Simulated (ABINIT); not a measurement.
# Si3Ge (Pm-3m): from the cell to the phonon bands, part 4 of 4

How does Si3Ge (Pm-3m) vibrate, and is this structure a minimum?

ABINIT 10.8.3; DFT LDA, scalar-relativistic, plane waves, HGH norm-conserving pseudopotentials.

So far. Step 6 (Linear response at Γ): The acoustic modes at Γ come out as far as 1.3 cm⁻¹ from zero, where they should vanish, a small numerical error. The lowest optical mode is imaginary, 115i cm⁻¹, an instability at this level and on this k mesh. Step 7 (Modes with the sum rule): The rule moves no optical mode by more than 0.1 cm⁻¹. The relaxed cell has a = 3.925 Å (conventional setting).

The structure was built from a prototype and need not be the compound's stable phase.

## (9) Dispersion

anaddb transforms the dynamical matrices to force constants and back along the path; points of the mesh come back as solved, but for the sum rule and, in polar crystals, the LO-TO term at Γ; the rest is interpolation.

File anaddb.abi:

```
ddb_filepath "all_DDB"
output_file "anaddb.abo"
outdata_prefix "anaddb"
ifcflag 1
ngqpt 2 2 2
nqshft 1
q1shft 0.0 0.0 0.0
asr 1
chneut 0
dipdip 0
dipquad 0
quadquad 0
enunit 0
eivec 0
nph1l 62
qph1l 
    0.0 0.0 0.0 1.0
    0.0 0.05 0.0 1.0
    0.0 0.1 0.0 1.0
    0.0 0.15 0.0 1.0
    0.0 0.2 0.0 1.0
    0.0 0.25 0.0 1.0
    0.0 0.3 0.0 1.0
    0.0 0.35 0.0 1.0
    0.0 0.4 0.0 1.0
    0.0 0.45 0.0 1.0
    0.0 0.5 0.0 1.0
    0.05 0.5 0.0 1.0
    0.1 0.5 0.0 1.0
    0.15 0.5 0.0 1.0
    0.2 0.5 0.0 1.0
    0.25 0.5 0.0 1.0
    0.3 0.5 0.0 1.0
    0.35 0.5 0.0 1.0
    0.4 0.5 0.0 1.0
    0.45 0.5 0.0 1.0
    0.5 0.5 0.0 1.0
    0.45 0.45 0.0 1.0
    0.4 0.4 0.0 1.0
    0.35 0.35 0.0 1.0
    0.3 0.3 0.0 1.0
    0.25 0.25 0.0 1.0
    0.2 0.2 0.0 1.0
    0.15 0.15 0.0 1.0
    0.1 0.1 0.0 1.0
    0.05 0.05 0.0 1.0
    0.0 0.0 0.0 1.0
    0.05 0.05 0.05 1.0
    0.1 0.1 0.1 1.0
    0.15 0.15 0.15 1.0
    0.2 0.2 0.2 1.0
    0.25 0.25 0.25 1.0
    0.3 0.3 0.3 1.0
    0.35 0.35 0.35 1.0
    0.4 0.4 0.4 1.0
    0.45 0.45 0.45 1.0
    0.5 0.5 0.5 1.0
    0.45 0.5 0.45 1.0
    0.4 0.5 0.4 1.0
    0.35 0.5 0.35 1.0
    0.3 0.5 0.3 1.0
    0.25 0.5 0.25 1.0
    0.2 0.5 0.2 1.0
    0.15 0.5 0.15 1.0
    0.1 0.5 0.1 1.0
    0.05 0.5 0.05 1.0
    0.0 0.5 0.0 1.0
    0.5 0.5 0.5 1.0
    0.5 0.5 0.45 1.0
    0.5 0.5 0.4 1.0
    0.5 0.5 0.35 1.0
    0.5 0.5 0.3 1.0
    0.5 0.5 0.25 1.0
    0.5 0.5 0.2 1.0
    0.5 0.5 0.15 1.0
    0.5 0.5 0.1 1.0
    0.5 0.5 0.05 1.0
    0.5 0.5 0.0 1.0
```

File mrgddb.in:

```
all_DDB
merged
4
dfpt_gammao_DDB
dfpt_qo_DS1_DDB
dfpt_qo_DS2_DDB
dfpt_qo_DS3_DDB
```

Launch:

```console
mrgddb < mrgddb.in > mrgddb.log
OMP_NUM_THREADS=1 anaddb anaddb.abi > anaddb.log
```

anaddb.abo, the main output file:

```text
[banners, grids, parts of the stress and lines that vanish by symmetry left out]
-outvars_anaddb: echo values of input variables ----------------------

 Flags :
[...]
Phonon wavevector (reduced coordinates) :  0.00000  0.00000  0.00000
 Phonon energies in Hartree :
[...]
Phonon frequencies in cm-1    :
- -1.145806E+02 -1.145806E+02 -1.145806E+02 -9.561865E+01 -9.561865E+01
- -9.561865E+01  0.000000E+00  0.000000E+00  0.000000E+00  2.103573E+02
-  2.103573E+02  2.103573E+02
[...]
Phonon wavevector (reduced coordinates) :  0.00000  0.05000  0.00000
 Phonon energies in Hartree :
[...]
Phonon frequencies in cm-1    :
- -1.130852E+02 -1.130852E+02 -1.123192E+02 -9.315635E+01 -9.315635E+01
- -9.168812E+01  9.582742E+00  9.582742E+00  1.312528E+01  2.095609E+02
-  2.101002E+02  2.101002E+02
[...]
Phonon wavevector (reduced coordinates) :  0.00000  0.10000  0.00000
 Phonon energies in Hartree :
[...]
Phonon frequencies in cm-1    :
- -1.088310E+02 -1.088310E+02 -1.054821E+02 -8.520376E+01 -8.520376E+01
- -7.918417E+01  1.887804E+01  1.887804E+01  2.625603E+01  2.071905E+02
-  2.092958E+02  2.092958E+02
[...]
Phonon wavevector (reduced coordinates) :  0.00000  0.15000  0.00000
 Phonon energies in Hartree :
[...]
Phonon frequencies in cm-1    :
- -1.023144E+02 -1.023144E+02 -9.384504E+01 -6.983181E+01 -6.983181E+01
- -5.424328E+01  2.769880E+01  2.769880E+01  3.938597E+01  2.033043E+02
-  2.078485E+02  2.078485E+02
[...]
Phonon wavevector (reduced coordinates) :  0.00000  0.20000  0.00000
 Phonon energies in Hartree :
[...]
Phonon frequencies in cm-1    :
- -9.391156E+01 -9.391156E+01 -7.670525E+01 -4.093494E+01 -4.093494E+01
-  3.536861E+01  3.656990E+01  3.656990E+01  5.248451E+01  1.980019E+02
-  2.056087E+02  2.056087E+02
[...]
Phonon wavevector (reduced coordinates) :  0.00000  0.25000  0.00000
 Phonon energies in Hartree :
[...]
Phonon frequencies in cm-1    :
- -8.376534E+01 -8.376534E+01 -5.141032E+01  3.256971E+01  3.256971E+01
-  5.562568E+01  5.562568E+01  6.548124E+01  7.680635E+01  1.914327E+02
-  2.023864E+02  2.023864E+02
  Phonon wavevector (reduced coordinates) :  0.00000  0.30000  0.00000
 Phonon energies in Hartree :
[...]
Phonon frequencies in cm-1    :
- -7.189075E+01 -7.189075E+01  2.443426E+01  4.144310E+01  4.144310E+01
-  7.824043E+01  8.566818E+01  8.566818E+01  1.027010E+02  1.838158E+02
-  1.979690E+02  1.979690E+02
  Phonon wavevector (reduced coordinates) :  0.00000  0.35000  0.00000
 Phonon energies in Hartree :
[...]
Phonon frequencies in cm-1    :
[...]
-  1.921468E+02  1.921468E+02
  Phonon wavevector (reduced coordinates) :  0.00000  0.40000  0.00000
 Phonon energies in Hartree :
[...]
Phonon frequencies in cm-1    :
[...]
-  1.847673E+02  1.847673E+02
  Phonon wavevector (reduced coordinates) :  0.00000  0.45000  0.00000
 Phonon energies in Hartree :
[...]
Phonon frequencies in cm-1    :
[...]
-  1.759973E+02  1.759973E+02
  Phonon wavevector (reduced coordinates) :  0.00000  0.50000  0.00000
 Phonon energies in Hartree :
[...]
Phonon frequencies in cm-1    :
[...]
-  1.695017E+02  1.695017E+02
  Phonon wavevector (reduced coordinates) :  0.05000  0.50000  0.00000
 Phonon energies in Hartree :
[...]
Phonon frequencies in cm-1    :
[...]
-  1.688946E+02  1.702992E+02
  Phonon wavevector (reduced coordinates) :  0.10000  0.50000  0.00000
 Phonon energies in Hartree :
[...]
Phonon frequencies in cm-1    :
[...]
-  1.670886E+02  1.721018E+02
  Phonon wavevector (reduced coordinates) :  0.15000  0.50000  0.00000
 Phonon energies in Hartree :
[...]
Phonon frequencies in cm-1    :
[...]
-  1.641305E+02  1.739959E+02
[...]
-  1.940209E+02  1.940209E+02
  Phonon wavevector (reduced coordinates) :  0.25000  0.25000  0.25000
 Phonon energies in Hartree :
[...]
Phonon frequencies in cm-1    :
[...]
-  8.263236E+01  1.141978E+02  1.141978E+02  1.318801E+02  1.798185E+02
-  1.923284E+02  1.923284E+02
  Phonon wavevector (reduced coordinates) :  0.30000  0.30000  0.30000
 Phonon energies in Hartree :
[...]
Phonon frequencies in cm-1    :
- -7.216756E+01 -7.216756E+01 -5.387600E+01 -5.387600E+01  7.477118E+01
-  8.583807E+01  1.093453E+02  1.093453E+02  1.493904E+02  1.858076E+02
-  1.982103E+02  1.982103E+02
  Phonon wavevector (reduced coordinates) :  0.35000  0.35000  0.35000
 Phonon energies in Hartree :
[...]
Phonon frequencies in cm-1    :
- -8.332493E+01 -8.332493E+01 -6.017335E+01 -6.017335E+01  4.364353E+01
-  8.332431E+01  9.559709E+01  9.559709E+01  1.641794E+02  1.984392E+02
-  2.073887E+02  2.073887E+02
  Phonon wavevector (reduced coordinates) :  0.40000  0.40000  0.40000
 Phonon energies in Hartree :
[...]
Phonon frequencies in cm-1    :
- -9.319298E+01 -9.319298E+01 -6.538989E+01 -6.538989E+01 -4.130559E+01
[...]
-  2.156897E+02  2.156897E+02
  Phonon wavevector (reduced coordinates) :  0.45000  0.45000  0.45000
 Phonon energies in Hartree :
[...]
Phonon frequencies in cm-1    :
[...]
-  2.212583E+02  2.212583E+02
  Phonon wavevector (reduced coordinates) :  0.50000  0.50000  0.50000
 Phonon energies in Hartree :
[...]
Phonon frequencies in cm-1    :
[...]
Phonon wavevector (reduced coordinates) :  0.50000  0.50000  0.05000
 Phonon energies in Hartree :
[...]
Phonon frequencies in cm-1    :
[...]
-  1.751737E+02  1.751737E+02
  Phonon wavevector (reduced coordinates) :  0.50000  0.50000  0.00000
 Phonon energies in Hartree :
[...]
Phonon frequencies in cm-1    :
- -7.918476E+01 -3.957848E+01 -3.957848E+01  6.362803E+01  9.208433E+01
-  9.590076E+01  1.263711E+02  1.294091E+02  1.294091E+02  1.699378E+02
-  1.724252E+02  1.724252E+02
-
```

Run time: 0.57 s. Hardware: 1 thread of Arm Neoverse V2, shared host.

Numbers from this step:

| Property | Result |
| --- | --- |
| lowest frequency on the path | -114.6 cm⁻¹ |

Anaddb. Phonon branches along the path, in cm⁻¹:

```
    point  branch 1  branch 2  branch 3  branch 4  branch 9  branch 10  branch 11  branch 12
        Γ      -115      -115      -115       -96         0        210        210        210
  halfway       -84       -84       -51        33        77        191        202        202
        X        18        18        34        34       155        157        170        170
  halfway       -58       -13        42        52       155        161        166        176
        M       -79       -40       -40        64       129        170        172        172
  halfway       -63       -39       -38        15       128        182        190        190
        Γ      -115      -115      -115       -96         0        210        210        210
  halfway       -64       -64       -48       -48       132        180        192        192
        R      -102      -102       -70       -70       185        223        223        223
  halfway       -68       -66       -50       -13       149        182        192        199
        X        18        18        34        34       155        157        170        170
jump to R      -102      -102       -70       -70       185        223        223        223
  halfway       -91       -73       -56       -56       165        203        205        205
        M       -79       -40       -40        64       129        170        172        172
```

The path dips to 115i cm⁻¹.

## (10) Sums over the zone

Sums over the zone need many more wavevectors than were solved, so the interpolation is sampled on a dense mesh.

File anaddb.abi:

```
ddb_filepath "all_DDB"
output_file "anaddb.abo"
outdata_prefix "anaddb"
ifcflag 1
ngqpt 2 2 2
nqshft 1
q1shft 0.0 0.0 0.0
asr 1
chneut 0
dipdip 0
dipquad 0
quadquad 0
prtdos 2
ng2qpt 11 11 11
dosdeltae 4.5563e-06
ntemper 11
temperinc 100.0
tempermin 0.0
```

Launch:

```console
OMP_NUM_THREADS=1 anaddb anaddb.abi > anaddb.log
```

anaddb.abo, the main output file:

```text
-outvars_anaddb: echo values of input variables ----------------------

 Flags :
     ifcflag         1
 Miscellaneous information :
         asr         1
      chneut         0
 Interatomic Force Constants Inputs :
      dipdip         0
     dipquad         0
    quadquad         0
      ifcana         0
      ifcout         0
 Description of grid 1 :
        brav         1
       ngqpt         2         2         2
      nqshft         1
      q1shft
                     0.00000000E+00  0.00000000E+00  0.00000000E+00
 Phonon DOS information :
   dosdeltae  4.55630000E-06
    dossmear  4.55633525E-06
 Description of grid 2 (Fourier interp. or BZ sampling):
      ng2qpt        11        11        11
      ngrids         4
      q2shft         0.00000000E+00  0.00000000E+00  0.00000000E+00

================================================================================

 read the DDB information and perform some checks

  ==== Info on the Cryst% object ====
 Real(R)+Recip(G) space primitive vectors, cartesian coordinates (Bohr,Bohr^-1):
 R(1)=  7.4163037  0.0000000  0.0000000  G(1)=  0.1348381  0.0000000  0.0000000
 R(2)=  0.0000000  7.4163037  0.0000000  G(2)=  0.0000000  0.1348381  0.0000000
 R(3)=  0.0000000  0.0000000  7.4163037  G(3)=  0.0000000  0.0000000  0.1348381
 Unit cell volume ucvol=  4.0790827E+02 bohr^3
 Angles (23,13,12)=  9.00000000E+01  9.00000000E+01  9.00000000E+01 degrees
 Time-reversal symmetry is present
 Reduced atomic positions [iatom, xred, symbol]:
    1)    0.0000000  0.0000000  0.0000000  Ge
    2)    0.0000000  0.5000000  0.5000000  Si
    3)    0.5000000  0.0000000  0.5000000  Si
    4)    0.5000000  0.5000000  0.0000000  Si

 DDB file with 4 blocks has been read.

================================================================================

 Calculation of the interatomic forces

       Homogeneous q point set in the B.Z.
 Grid q points  :        8
  1)   0.00000000E+00  0.00000000E+00  0.00000000E+00
  2)   5.00000000E-01  0.00000000E+00  0.00000000E+00
  3)   0.00000000E+00  5.00000000E-01  0.00000000E+00
  4)   5.00000000E-01  5.00000000E-01  0.00000000E+00
  5)   0.00000000E+00  0.00000000E+00  5.00000000E-01
  6)   5.00000000E-01  0.00000000E+00  5.00000000E-01
  7)   0.00000000E+00  5.00000000E-01  5.00000000E-01
  8)   5.00000000E-01  5.00000000E-01  5.00000000E-01

 The interatomic forces have been obtained

================================================================================

 Calculation of phonon density of states

 Average speed of sound partial sums:     0.7535231564E-03 (at units)
-                                   =           1.6485 [km/s]

 Debye frequency from partial sums:     0.3960281788E-03 (Ha)
-                                 =     0.2605740240E+01 (THz)
-Debye temperature from partial sums:     0.1250558080E+03 (K)

 Average speed of sound:     0.3476626078E-04 (at units)
-                      =           0.0761 [km/s]

 Debye frequency from DOS:     0.1827205817E-04 (Ha)
-                        =     0.1202243673E+00 (THz)
-Debye temperature from DOS:     0.5769859620E+01 (K)

-
```

The job ended after 0.72 s (1 thread).

This step gave:

* share of modes beyond 3i cm⁻¹ on the dense interpolated mesh: 0.2747

The phonon density of states has structure finer than the step of the table below, so its rows give means over 20 cm⁻¹, whole bins alone (the curve runs from -145 to 253 cm⁻¹). Peaks (cm⁻¹: height): -64.6: 0.0633, 43.4: 0.0391, 65.4: 0.0468, 123.4: 0.0691, 145.4: 0.0434, 191.4: 0.0898.

Tetrahedra. The phonon density of states by wavenumber; means over each step:

```
wavenumber (cm⁻¹)  phonon density of states (1/cm⁻¹/cell)
             -120                                  9.3e-5
             -100                                 0.00725
              -80                                  0.0283
              -60                                  0.0530
              -40                                  0.0474
              -20                                  0.0221
                0                                  0.0166
               20                                  0.0186
               40                                  0.0305
               60                                  0.0334
               80                                  0.0330
              100                                  0.0502
              120                                  0.0600
              140                                  0.0355
              160                                  0.0237
              180                                  0.0774
              200                                  0.0556
              220                                 0.00614
              240                                       0
```

## (11) What came out

| Quantity | Value |
| --- | --- |
| space group after relaxation | Pm-3m |
| volume per atom | 15.1 Å³ |
| highest optical zone-centre mode (no LO-TO term) | 210.4 cm⁻¹ |
| lowest optical zone-centre mode | -114.6 cm⁻¹ |
| q mesh | 2×2×2 |
| lowest mode on the q mesh (acoustic ones at the zone centre apart) | -114.6 cm⁻¹ |
| imaginary modes on the q mesh | yes |

In words: Si3Ge (Pm-3m) is unstable: a mode solved on the 2×2×2 mesh is imaginary, 115i cm⁻¹; its spectrum reaches 223 cm⁻¹. At the LDA level the optical modes of Si3Ge (Pm-3m) at the zone centre run from 115i to 210 cm⁻¹, so the structure is a saddle point, with 6 modes beyond 10i cm⁻¹ there. The most unstable solved mode lies at the zone centre, but modes at other wavevectors are imaginary too, so the distortion may enlarge the cell. These are harmonic frequencies: anharmonic shifts and widths and the lattice's thermal expansion are left out. The Fermi-Dirac smearing of 0.01 Ha is an electronic temperature of 3158 K, which adds a pressure of its own and can shift the volume and soft modes. The HGH files keep few electrons and have no core correction, which is cheap but rough for Ge. In a metal the frequencies hang on the k mesh and the smearing, most of all near Kohn anomalies. The q mesh stands for a supercell only 7.8 Å across, so branches between the solved wavevectors are rough. The structure is a hypothetical one, built on a prototype.

[Host names and launcher messages were left out of these logs when they were recorded.]

[Logs are printed without paths, hosts, clocks, repeated set-up lines and the standing remarks that a program may print on its own settings, such as how far it seeks lower states.]

[Hosts, paths, dates, database ids (printed as entryN), source tags and the programs' standing remarks are cut or masked in the printed files.]
